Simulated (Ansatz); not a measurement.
# BePd (Pm-3m): relaxing the cell for a phonon run

Wanted: the relaxed cell of BePd (Pm-3m).

Program: Ansatz 0.2.0. Level of theory: DFT r2SCAN, scalar-relativistic, plane waves, PAW. Results are calculated unless marked as measured.

### Step 1. Set-up

The structure is cubic, space group Pm-3m (No. 221). Conventional cell: a = 2.813 Å, b = 2.813 Å, c = 2.813 Å, α = 90.00°, β = 90.00°, γ = 90.00°. Be has 8 Pd at 2.44 Å nearest. Nearest to Pd lie 8 Be at 2.44 Å. Farther neighbours are not listed.

Structure file:

```cif
data_structure
_symmetry_space_group_name_H-M 'P 1'
_symmetry_Int_Tables_number 1
_cell_length_a 2.8130
_cell_length_b 2.8130
_cell_length_c 2.8130
_cell_angle_alpha 90.000
_cell_angle_beta 90.000
_cell_angle_gamma 90.000
_cell_volume 22.26
loop_
_atom_site_label
_atom_site_type_symbol
_atom_site_fract_x
_atom_site_fract_y
_atom_site_fract_z
_atom_site_occupancy
Be1 Be 0.00000 0.00000 0.00000 1
Pd2 Pd 0.50000 0.50000 0.50000 1
```

### Step 2. A coarse first look

A quick single point on a coarse mesh tells whether the cell has a gap and how far it is from rest, which sets the k mesh and smearing that follow.

Input file input.yaml:

```yaml
crystal:
  lattice:
    - [2.813, 0.0, 0.0]
    - [0.0, 2.813, 0.0]
    - [0.0, 0.0, 2.813]
  atoms:
    - { symbol: Be, position: [0.0, 0.0, 0.0] }
    - { symbol: Pd, position: [0.5, 0.5, 0.5] }
kpoints:
  mp_grid: { grid: [6, 6, 6] }
hamiltonian:
  xc: r2scan
scf:
  occupations: { method: gaussian, width: 0.1 }
output:
  forces: true
  stress: true
  eigenvalues: true
```

Started as:

```bash
> ansatz run input.yaml --threads 4 --pin off --max-ram 7168MiB --backend cpu --events-out ev --progress --plain --runs-dir out
```

Numbers of over 12 decimals in the logs are rounded to 6 here.

The program printed:

```text
Engine: ansatz 0.2.0, aarch64-unknown-linux-gnu
Pseudopotentials: kind: paw
Pseudopotential: Be, paw, valence charge 2, recommended cutoff 500 eV (meta_gga), Be.paw.azcp
Pseudopotential: Pd, paw, valence charge 18, recommended cutoff 500 eV (meta_gga), Pd.paw.azcp
Functional definition: r2SCAN
  parameter k0 = 0.174
  parameter k1 = 0.065
  parameter a1 = 4.9479
  exchange = r2scan_x(k0 = k0, k1 = k1, a1 = a1)
[...]
--- Band table (eV; the first three rows and the last of 20) ---
  k-point 0: bands = [... 6 lower, 10.9893, 14.3303, 14.3303, 14.3303, 22.7214, 22.7214, 22.7214, 31.5902]
  k-point 1: bands = [... 6 lower, 11.2554, 13.8556, 13.8556, 14.3670, 20.8254, 23.7214, 23.7214, 30.7555]
  k-point 2: bands = [... 6 lower, 11.7419, 13.0736, 13.0736, 14.4412, 18.0291, 26.0439, 26.0439, 29.2762]
  k-point 19: bands = [... 6 lower, 10.0874, 15.5124, 15.5124, 21.9525, 22.7816, 22.7816, 22.7816, 23.9344]
[key lines of the parts left out:]
SCF converged after 6 iterations
Free energy (F): -7080.211486 eV
Fermi energy:    16.778352 eV
P = ⅓ Tr σ = 0.1721 GPa (1.721 kbar)
```

Run time: 0.56 s. Hardware: 4 threads of Arm Neoverse V2, shared host; peak memory 0.33 GiB.

Numbers from this step:

| Quantity | Value |
| --- | --- |
| pressure | 0.1721 GPa |
| volume per atom | 11.13 Å³ |
| gap on the k-mesh | 0 eV |

The coarse mesh shows no gap and a pressure of 0.2 GPa.

### Step 3. Relaxation

Harmonic phonons are second derivatives at a point where the forces vanish, and they are wanted at zero stress, so atoms and cell are relaxed first.

input.yaml, the sections that differ from step 2:

```yaml
kpoints:
  mp_grid: { grid: [14, 14, 14] }
relax:
  adjacent_minimum: "off"
  f_tol: 0.005
  max_steps: 80
  cell: { stress_tol: 0.05 }
# crystal, hamiltonian, scf, output: as in step 2
```

The program printed:

```text
[...]
Crystal: 2 atoms, lattice volume = 22.259 Å³
Basis set: ecut = 500 eV, 587 PW (Γ), exchange–correlation on 96×96×96 points (64 copies of the dense FFT grid, shifted against one another)
Bands: 14, of which v1, the nominal top of the filled ones, is band 10 counted from 1 (9 counted from 0)
Symmetry: 48 space group operations
[...]
k-points: 120 of 2744
[...]
SCF iter   1: F=—  HF=-7080.213091 eV  |F-HF|=—  |Δ(HF+E_count)|=         —  Δρ=1.26e-2  dr2=2.48e-2  dr2_τ=2.53e-2  ethr=1.77e-3  ⟨swp⟩=5.1  Hψ=9500  notcnv=0
[...]
SCF iter   6: F=-7080.241233 eV  HF=-7080.241233 eV  |F-HF|=1.61e-9  |Δ(HF+E_count)|=   2.16e-6  Δρ=7.13e-6  dr2=5.04e-9  dr2_τ=8.89e-10  ethr=5.00e-10  ⟨swp⟩=3.4  Hψ=6831  notcnv=0
SCF 1 converged in 6 iterations: F = -7080.241233 eV  dr2 = 5.04e-9
[...]
relax step   1: F+E_penalty+E_count = -7080.24123253 eV  Δ(F+E_penalty+E_count) = +0.000e0 eV  max|allowed force component| = 2.169e-30 eV/Å  Δτ_max = 0.0000 Å  P = -0.159 GPa  Ω = 22.259 Å³  (6 SCF iters, dr2 threshold 1.00e-7 eV, accepted)
Crystal: 2 atoms, lattice volume = 22.236 Å³
[...]
iter 1 solved again at ethr=1.06e-7 eV; its pass at ethr=3.10e-3 eV (dr2=2.11e-5 eV) is discarded
[...]
SCF iter   5: F=-7080.241267 eV  HF=-7080.241267 eV  |F-HF|=2.51e-8  |Δ(HF+E_count)|=   5.14e-8  Δρ=1.43e-5  dr2=3.52e-8  dr2_τ=1.16e-9  ethr=3.17e-10  ⟨swp⟩=2.5  Hψ=5952  notcnv=0
SCF 2 converged in 5 iterations: F = -7080.241267 eV  dr2 = 3.52e-8
relax step   2: F+E_penalty+E_count = -7080.24126703 eV  Δ(F+E_penalty+E_count) = -3.450e-5 eV  max|allowed force component| = 2.038e-30 eV/Å  Δτ_max = 0.0000 Å  P = +0.031 GPa  Ω = 22.236 Å³  energy of the carried Pulay correction = +2.540e-5 eV  (5 SCF iters, dr2 threshold 6.34e-8 eV, accepted)
[...]
SCF iter   4: F=-7080.241247 eV  HF=-7080.241247 eV  |F-HF|=5.46e-12  |Δ(HF+E_count)|=  1.95e-10  Δρ=4.65e-7  dr2=1.64e-11  dr2_τ=3.01e-12  ethr=1.00e-12  ⟨swp⟩=4.0  Hψ=7840  notcnv=0
SCF 3 converged in 4 iterations: F = -7080.241247 eV  dr2 = 1.64e-11
relax step   3: F+E_penalty+E_count = -7080.24124650 eV  Δ(F+E_penalty+E_count) = +2.053e-5 eV  max|allowed force component| = 3.106e-30 eV/Å  Δτ_max = 0.0000 Å  P = +0.030 GPa  Ω = 22.236 Å³  stress off target by 3.02e-2 GPa  SCF on the basis re-selected at this cell (its energy is not comparable with the rows above)  (4 SCF iters)
basis re-selected at this cell: Δ(F+E_penalty+E_count) = +2.053e-5 eV, ΔP = -0.001 GPa vs the last step (what re-selecting the basis moved, of the pressure what is left beyond the Pulay correction that the steps carried, after the strain that the cell walked since its last selection, with what the two solves' SCF thresholds leave and, on support functions, any second-order correction that the steps lacked; it is no m [...]
SCF converged after 4 iterations
Free energy (F): -7080.241247 eV
[...]
Internal energy: -7080.236774 eV  (E = F + TS)
E sigma→0 (E₀):  -7080.239010 eV
Entropy (-TS):   -0.004473 eV (-2.236 meV/atom)
Fermi energy:    16.855285 eV
[...]
--- Stress (GPa, compression-positive) ---
        0.030220      -0.000000      -0.000000
       -0.000000       0.030220       0.000000
       -0.000000       0.000000       0.030220
  P = ⅓ Tr σ = 0.0302 GPa (0.302 kbar)
--- Band table (eV; the first three rows and the last of 120) ---
  k-point 0: bands = [... 6 lower, 11.0088, 14.3567, 14.3567, 14.3567, 22.7427, 22.7427, 22.7427, 31.6210]
  k-point 1: bands = [... 6 lower, 11.0613, 14.2563, 14.2563, 14.3639, 22.3097, 22.9396, 22.9396, 31.4487]
  k-point 2: bands = [... 6 lower, 11.2092, 13.9916, 13.9916, 14.3844, 21.2618, 23.4939, 23.4939, 30.9831]
  k-point 119: bands = [... 6 lower, 10.1041, 15.5417, 15.5417, 21.9770, 22.8070, 22.8070, 22.8070, 23.9630]
--- Relaxed structure (2 steps of the walk, 2 accepted, 1 SCFs on fresh bases) ---
  F+E_penalty+E_count = -7080.24124650 eV   max|allowed force component| = 3.106e-30 eV/Å   (the final SCF, on the basis selected at the relaxed cell)
  cell:  # Å, volume = 22.2364 Å³
    - [2.812042, 0, 0.0]
    - [0, 2.812042, 0.0]
    - [0.0, 0.0, 2.812042]
  atoms:
    - { symbol: Be, position: [0.0, 0.0, 0] }
    - { symbol: Pd, position: [0.5, 0.5, 0.5] }
```

Elapsed: 4.4 s, on 4 threads; peak memory 0.4 GiB.

Little changed from the start: no atom moved by 0.005 Å and no cell edge by 0.1 %.

Numbers from this step:

```
pressure        : 0.03022 GPa
volume per atom : 11.12 Å³
```

In this step the volume went from 11.13 to 11.12 Å³/atom.

### Step 4. Tight relaxation

Phonons need a cell at rest on their own settings, so the relaxation is repeated with tight tolerances on forces and stress on the k mesh and occupations of the first response run.

Input file input.yaml:

```yaml
crystal:
  lattice:
    - [2.8120415707, 0.0, 0.0]
    - [0.0, 2.8120415707, 0.0]
    - [0.0, 0.0, 2.8120415707]
  atoms:
    - { symbol: Be, position: [0.0, 0.0, 0.0] }
    - { symbol: Pd, position: [0.5, 0.5, 0.5] }
kpoints:
  mp_grid: { grid: [16, 16, 16] }
hamiltonian:
  xc: r2scan
scf:
  occupations: { method: methfessel_paxton, width: 0.15 }
output:
  forces: true
  stress: true
  eigenvalues: true
relax:
  adjacent_minimum: "off"
  f_tol: 0.001
  max_steps: 60
  cell: { stress_tol: 0.01 }
```

The program printed:

```text
[...]
Crystal: 2 atoms, lattice volume = 22.236 Å³
Basis set: ecut = 500 eV, 587 PW (Γ), exchange–correlation on 96×96×96 points (64 copies of the dense FFT grid, shifted against one another)
Bands: 14, of which v1, the nominal top of the filled ones, is band 10 counted from 1 (9 counted from 0)
[... 1 set-up line as in the run before ...]
[...]
k-points: 165 of 4096
[...]
k-point 164: bands = [... 6 lower, 10.1013, 15.5374, 15.5374, 21.9703, 22.8012, 22.8012, 22.8012, 23.9565]
--- Relaxed structure (2 steps of the walk, 2 accepted, 1 SCFs on fresh bases) ---
[...]
cell:  # Å, volume = 22.2419 Å³
    - [2.812271, 0.0, 0]
    - [0, 2.812271, 0.0]
    - [0.0, 0.0, 2.812271]
  atoms:
    - { symbol: Be, position: [0, 0, 0] }
    - { symbol: Pd, position: [0.5, 0.5, 0.5] }
[key lines of the parts left out:]
SCF converged after 5 iterations
Free energy (F): -7080.238814 eV
Fermi energy:    16.860076 eV
P = ⅓ Tr σ = -0.0070 GPa (-0.070 kbar)
```

Run time: 5.3 s. Hardware: 4 threads; peak memory 0.43 GiB; 20 s of CPU time.

Little changed from the start: no atom moved by 0.005 Å and no cell edge by 0.1 %.

This step gave:

| Property | Result |
| --- | --- |
| pressure | -0.006979 GPa |

The forces vanish by symmetry and the pressure is -0.007 GPa, within the tolerances set. The cell now holds 11.12 Å³/atom.

### Step 5. Outcome

| Item | Value |
| --- | --- |
| space group after relaxation (within 0.01 Å) | Pm-3m |
| lattice constant a | 2.812 Å |
| lattice constant b | 2.812 Å |
| lattice constant c | 2.812 Å |
| volume per atom | 11.1 Å³ |

What this shows: The forces vanish by symmetry and the pressure is -0.007 GPa, within the tolerances set. The cell now holds 11.12 Å³/atom. The relaxation keeps the symmetry of its start, so it says nothing on stability against lower symmetry.

[Logs are printed without paths, hosts, clocks, repeated set-up lines and the standing remarks that a program may print on its own settings, such as how far it seeks lower states.]

[Hosts, paths, dates, database ids (printed as entryN), source tags and the programs' standing remarks are cut or masked in the printed files.]
